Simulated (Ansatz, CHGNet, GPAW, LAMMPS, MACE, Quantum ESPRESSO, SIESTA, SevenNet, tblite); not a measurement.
# tblite on glassy 43SiO2-29B2O3-14K2O-14Al2O3 (mol %) (81 atoms): settings against a plane-wave reference

How near does tblite come to plane waves for glassy 43SiO2-29B2O3-14K2O-14Al2O3 (mol %) (81 atoms)?

Calculated with tblite 0.8.0; the method is named at each step.

## 1. The starting structure

The cell holds 81 atoms: 9 Si, 12 B, 6 K, 6 Al and 48 O. Its edges and angles: a = 10.280 Å, b = 10.280 Å, c = 10.280 Å, α = 90.0°, β = 90.0°, γ = 90.0°. 81 atoms (9 Si, 12 B, 6 K, 6 Al, 48 O) placed at random at 2.31 g/cm³, melted at 3000 K for 20 ps at fixed volume with the Buckingham and Coulomb pair potential of Guillot and Sator (Geochim. Cosmochim. Acta 71, 1249 (2007)) with the boron terms of Wang et al. (J. Non-Cryst. Solids 498, 294 (2018)). Quenched from 3000 K to 300 K at 10 K/ps and fixed volume, held 10 ps at zero pressure.

The yardstick, on the same geometry:

* method: Kohn-Sham DFT, PBE, PAW, plane waves (Ansatz 0.2.0); cutoff 420 eV, Γ point, fermi-dirac smearing of 0.05 eV; PAW set soft_2
* r.m.s. force component: 1.079 eV/Å
* longest force: 4.284 eV/Å
* pressure: 0.6562 GPa
* gap (highest filled to lowest empty level): 2.842 eV
* SCF cycles: 9
* time: 13 s on 4 threads of Arm Neoverse V1, shared host
* CPU time: 49 s

## 2. GFN1-xTB

Method: GFN1-xTB tight binding, diagonalisation.

run.py reads:

```python
import numpy as np
from ase.io import read
from tblite.ase import TBLite

atoms = read("structure.xyz")
atoms.calc = TBLite(method="GFN1-xTB", electronic_temperature=580, accuracy=1.0, max_iterations=250, mixer_damping=0.4, verbosity=1)
energy = atoms.get_potential_energy()
forces = atoms.get_forces()
print(f"energy {energy:.6f} eV")
print("forces (eV/A)")
for i, (a, f) in enumerate(zip(atoms, forces)):
    print(f"{i:4d} {a.symbol:2s} {f[0]:10.5f} {f[1]:10.5f} {f[2]:10.5f}")
stress = -atoms.get_stress(voigt=False) * 160.21766
print("stress (GPa, compression positive)")
for row in stress:
    print(" ".join(f"{x:10.4f}" for x in row))
print("charges (e)")
print(np.array2string(atoms.get_charges(), precision=4, suppress_small=True, max_line_width=110, threshold=100000))
```

structure.xyz reads:

```xyz
81
Lattice="10.27958 0.00000 0.00000 0.00000 10.27958 0.00000 0.00000 0.00000 10.27958" Properties=species:S:1:pos:R:3 pbc="T T T"
Si 8.88197 0.45066 7.38207
Si 8.62375 4.56557 3.87664
Si 5.33582 1.21176 5.56763
Si 4.89195 1.65974 8.51930
Si 10.19477 0.15861 10.18377
Si 7.24803 7.08685 0.04389
Si 2.84971 3.86122 9.22603
Si 5.69221 1.98427 1.18380
Si 6.40613 8.60236 2.58367
B 2.92547 6.71133 5.90952
B 3.81876 9.15880 5.96329
B 10.02259 7.56505 9.75419
B 3.96113 10.23322 1.94356
B 2.69058 2.48786 5.16199
B 7.31927 7.01386 4.55704
B 1.61698 2.04512 0.73016
B 8.01232 2.06044 5.02507
B 0.25668 9.11316 5.55128
B 9.99597 6.78535 6.64863
B 3.47768 9.57420 9.48816
B 6.78432 4.56393 1.49445
K 0.56383 7.07893 2.54378
K 3.51706 6.73271 1.91673
K 7.51006 4.13537 8.02774
K 3.69530 4.34970 2.88137
K 5.21072 4.99392 5.85247
K 9.37210 3.95805 9.90715
Al 7.46616 7.94838 7.49978
Al 1.82791 0.18863 4.13373
Al 2.38599 6.75985 8.74093
Al 1.37633 4.69314 6.71133
Al 8.31032 0.58594 2.60289
Al 0.26223 2.43194 3.44448
O 5.02281 9.41599 2.54605
O 8.89728 7.09260 0.07751
O 3.99732 3.02014 8.44868
O 7.77928 4.38517 2.47594
O 5.79614 1.73889 9.86079
O 0.83542 6.72377 9.53195
O 7.12354 7.34630 5.89853
O 5.79676 3.59765 1.35999
O 3.96052 1.90707 4.99022
O 4.39627 1.35505 1.80427
O 3.23149 5.35607 9.55723
O 1.62993 1.93780 4.46031
O 9.32471 0.33563 1.21566
O 7.72778 9.62343 7.59990
O 9.35987 0.95857 8.90890
O 2.54502 3.66549 5.85535
O 10.14728 4.12663 3.61389
O 6.37365 7.20691 3.53381
O 7.92545 3.53988 4.88845
O 3.85988 7.77167 6.08695
O 0.88178 2.29882 1.85865
O 8.49453 1.73776 6.34713
O 2.60947 9.70135 5.53802
[... 21 atom lines left out ...]
O 3.90655 0.36842 8.67597
O 5.61923 1.77796 7.09055
O 6.73292 8.20074 1.08234
O 0.31342 7.74751 5.80837
```

On the command line:

```bash
$ OMP_NUM_THREADS=1 python run.py > output.txt
```

The log of the run:

```text
------------------------------------------------------------
  cycle        total energy    energy error   density error
------------------------------------------------------------
      1     -259.3808952784  -2.6080669E+02   1.0191201E+00
      2     -130.1086675081   1.2927223E+02   9.8471609E-01
      3     -218.2306375811  -8.8121970E+01   7.5668148E-01
      4     -243.2987116614  -2.5068074E+01   4.5473730E-01
      5     -270.4043332744  -2.7105622E+01   1.7849920E-01
      6     -274.3485359456  -3.9442027E+00   8.9627178E-02
      7     -273.7748906218   5.7364532E-01   8.4938490E-02
      8     -274.9961357219  -1.2212451E+00   2.5227354E-02
      9     -275.0743300217  -7.8194300E-02   1.1195927E-02
     10     -275.0941993079  -1.9869286E-02   4.0783113E-03
     11     -275.0964723787  -2.2730708E-03   1.5977106E-03
     12     -275.0962427557   2.2962304E-04   1.4950420E-03
     13     -275.0966364360  -3.9368028E-04   4.2006962E-04
     14     -275.0966564179  -1.9981921E-05   2.0301112E-04
     15     -275.0966626825  -6.2646167E-06   3.2977798E-05
     16     -275.0966624406   2.4195748E-07   3.9322419E-05
     17     -275.0966627440  -3.0343068E-07   8.3380888E-06
------------------------------------------------------------
 total:                                   4.014 sec
energy -7485.761484 eV
forces (eV/A)
   0 Si   -0.24806    1.07864   -0.44183
   1 Si   -0.23516    0.70181   -0.12566
   2 Si   -0.14133   -0.25652   -0.20067
   3 Si   -0.84423   -0.74885    0.29568
   4 Si   -0.97174    0.62411   -1.58128
   5 Si    0.24073    0.27185   -1.54280
   6 Si   -1.02288   -0.41368   -0.52799
   7 Si    1.78276   -0.48051    0.40591
   8 Si   -1.47623    0.79192    1.98127
   9 B     0.58867    0.61001   -2.52186
  10 B    -1.76051   -0.16347   -2.22789
  11 B     2.10796    0.42249   -0.64914
  12 B    -1.04978   -0.02491   -0.40393
  13 B     0.66202    1.03707    0.08022
  14 B    -0.37692   -0.81155    2.01891
  15 B     0.29155    0.71686   -0.27942
  16 B     0.25118    0.50669   -0.43086
  17 B    -1.43005    0.29906    0.96109
  18 B    -1.12923    1.84021    0.50895
  19 B     0.64898   -0.38465    1.13451
  20 B     0.84437   -0.76934    0.32031
  21 K    -3.20897    0.93727    0.97869
  22 K     1.87812   17.76262   -8.10981
  23 K    -9.14250    0.44667   -9.50735
[...]
73 O    -0.40684   -0.53830   -0.04259
  74 O     0.16759   -1.18680   -0.61580
  75 O     1.30756   -0.49374   -0.68560
  76 O    -0.12275   -0.25848    0.54966
  77 O     0.05771   -0.56463   -0.05668
  78 O     0.75740    0.04239    0.02574
  79 O     0.07194   -1.10256   -2.06855
  80 O     0.55112   -0.59612   -0.80132
stress (GPa, compression positive)
    4.7678    -1.0608     2.8445
   -1.0608     5.4142    -2.3665
    2.8445    -2.3665     2.9997
charges (e)
[ 0.7408  0.7377  0.7543  0.7474  0.7389  0.7449  0.7299  0.7334  0.7357  0.7615  0.7794  0.7887  0.8036
  0.7767  0.7827  0.7883  0.8027  0.7951  0.7814  0.7751  0.7652  0.1398  0.2016  0.2116  0.192   0.1672
  0.1634  0.8771  0.8874  0.8881  0.8983  0.9127  0.9101 -0.4239 -0.4316 -0.3616 -0.4341 -0.3483 -0.5643
 -0.549  -0.4394 -0.4258 -0.4316 -0.4844 -0.4847 -0.448  -0.4389 -0.3791 -0.5401 -0.4703 -0.4623 -0.4692
 -0.511  -0.5462 -0.4682 -0.5921 -0.6558 -0.3922 -0.545  -0.4121 -0.4306 -0.4312 -0.4301 -0.4512 -0.5616
 -0.4974 -0.4598 -0.4862 -0.4079 -0.398  -0.5246 -0.5078 -0.5455 -0.59   -0.5829 -0.4231 -0.4711 -0.4094
 -0.3612 -0.3229 -0.5108]
```

The job ended after 4.6 s (1 thread of Arm Neoverse V1, shared host; peak memory 0.11 GiB).

Banners, paths, timers and routine set-up lines are dropped from the logs unmarked, and long logs keep their key lines alone; longer cuts are marked.

Against the reference:

* r.m.s. force component: 2.352 eV/Å
* r.m.s. difference of force components: 1968 meV/Å
* longest difference of force vectors: 17240 meV/Å
* force difference over r.m.s. force: 182.4 %
* slope of forces against the reference's: 1.212
* correlation of force components: 0.5559
* pressure: 4.394 GPa
* pressure difference: 3.738 GPa

Length of the force difference by element (eV/Å):

```csv
element,atoms,mean,most
Al,6,1.2,2.2
B,12,0.80,1.7
K,6,10,17
O,48,0.47,0.95
Si,9,1.3,1.9
```

A closer look about O58, picked at random: 13 atoms, nearest first, numbered in the order of the input, with positions taken from that point.

```csv
atom,x,y,z,distance (Å),bonds,Mulliken charge (e),Fx,Fy,Fz (eV/Å)
O58,0.00,0.00,0.00,0.00,2,-0.39,0.84,-0.89,0.46
B11,-1.11,-0.78,0.20,1.37,3,0.78,-1.76,-0.16,-2.23
Si3,0.40,1.55,-0.20,1.62,4,0.75,-0.14,-0.26,-0.20
O56,-2.32,-0.24,-0.23,2.35,2,-0.59,0.67,-0.21,0.71
O53,-1.07,-2.17,0.32,2.44,3,-0.51,0.75,-0.09,0.80
O42,-0.97,2.25,-0.78,2.57,4,-0.43,-0.80,1.09,-0.09
O79,0.69,2.12,1.32,2.59,4,-0.36,0.76,0.04,0.03
O60,1.73,1.84,-1.02,2.73,2,-0.41,0.56,-0.08,-0.41
O78,-1.02,0.71,2.91,3.16,2,-0.41,0.06,-0.56,-0.06
O34,0.09,-0.52,-3.22,3.26,3,-0.42,0.23,-0.67,0.60
O47,2.80,-0.31,1.83,3.36,2,-0.44,-0.91,0.46,-0.04
O40,2.19,-2.59,0.13,3.40,3,-0.55,-0.65,-0.35,-2.05
Si4,-0.04,2.00,2.75,3.40,4,0.75,-0.84,-0.75,0.30
```

Atoms are counted from 1 here, from 0 in the log.

Forces lie 182 % from the reference's, at 0.094 times its CPU time (on 1 against 4 cores).

The difference per atom is largest on K (10 eV/Å on average, against 1.3 on Si).

## 3. Outcome

```yaml
force_difference_from_the_reference: tblite GFN1-xTB, 182 %
its_cpu_time: 4.6 s
```

In words: Tight binding differs by 182 % (tblite GFN1-xTB); it is another model, with fitted parameters of its own, and the xTB methods hold dispersion. One electronic-structure run takes under half the reference's CPU time: tblite GFN1-xTB, at 182 % in 4.6 s against 49 s, too far off to be of use; its pressure misses by +3.7 GPa. Periodic xTB results under one method name differ between programs and library versions. The quench rate of 10 K/ps is many orders above laboratory rates, so the cell is likely richer in defects and strain than a real sample. The network of bonds at the start is that of the classical potential that made the cell, and needn't be the one that DFT or experiment would give. The reference's stress is far from hydrostatic: its diagonal is 2.4, 0.3, -0.7 GPa, compression counted positive. The electronic-structure runs sample only Γ, in a cell whose shortest periodic width is 10 Å.

[Also dropped from logs without a mark: logging warnings of Python, and SIESTA's first energy breakdown and zero terms.]

[Logs are printed without paths, hosts, clocks, repeated set-up lines and the standing remarks that a program may print on its own settings, such as how far it seeks lower states.]

[Hosts, paths, dates, database ids (printed as entryN), source tags and the programs' standing remarks are cut or masked in the printed files.]
